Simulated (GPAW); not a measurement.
BAs (F-43m): refractive index against wavelength

The refractive index of BAs (F-43m) below the direct gap (3.27 eV on the mesh) is read from one computed spectrum, n = √(Re ε).

Cell: a, b, c = 3.378, 3.378, 3.378 Å (primitive vectors), 2 atoms.

Method: GPAW 26.7.0, LDA, RPA, k-mesh 16×16×16, local fields up to 30 eV, Lorentzian half width 0.1 eV.

Launch of the response step: `OMP_NUM_THREADS=1 python df.py`. The run took 31 s, its band step included, on 1 thread of Arm Neoverse V1, on a shared host.

```tsv
wavelength (nm)	photon energy E (eV)	n
1550	0.800	3.1429
1310	0.946	3.1558
1064	1.165	3.1798
850	1.459	3.2219
700	1.771	3.2812
633	1.959	3.3256
532	2.331	?
```

In the single-oscillator model n² − 1 = E₀E_d/(E₀² − E²), so 1/(n² − 1) = E₀/E_d − E²/(E₀E_d) is linear in E².

Working, on the rows shown:

| x = E² (eV²) | y = 1/(n² − 1) |
| --- | --- |
| 0.639837 | 0.11264 |
| 0.895757 | 0.111619 |
| 1.35784 | 0.109756 |
| 2.12762 | 0.106603 |
| 3.13716 | 0.102393 |
| 3.83641 | 0.0994074 |

Means: x̄ = 1.9991, ȳ = 0.10707. Σ(x − x̄)(y − ȳ) = -0.03377, Σ(x − x̄)² = 8.164. Slope = -0.03377 / 8.164 = -0.004137; intercept = ȳ − slope · x̄ = 0.11534. Turned back into n, the line misses the rows shown by at most 0.00093.

Q: What does the fit predict for the withheld row, and how well does it do?

A: At x = 5.4314 the line gives y = 0.09287, that is 3.4304. The run gave 3.4392, so the extrapolation is off by 0.0088, 3 % of the range in the table.

Refitted with all rows, the slope is -0.004221 and the intercept 0.11547. These give E₀ = √(intercept/−slope) = 5.23 eV and E_d = E₀/intercept = 45.3 eV; E₀ is 1.6 times the direct gap. The electronic limit at long wavelengths, without lattice vibrations, is n = √(1 + 1/intercept) = 3.108. Excitons are left out; LDA gaps are as a rule too small. The values come from a sum over the points of one k-mesh and carry its error, which grows as the direct gap shrinks. The local-field cutoff holds few shells of reciprocal vectors for this small cell, so ε∞ can read a few per cent high. Spin-orbit coupling is left out.

[Logs are printed without paths, hosts, clocks, repeated set-up lines and the standing remarks that a program may print on its own settings, such as how far it seeks lower states.]
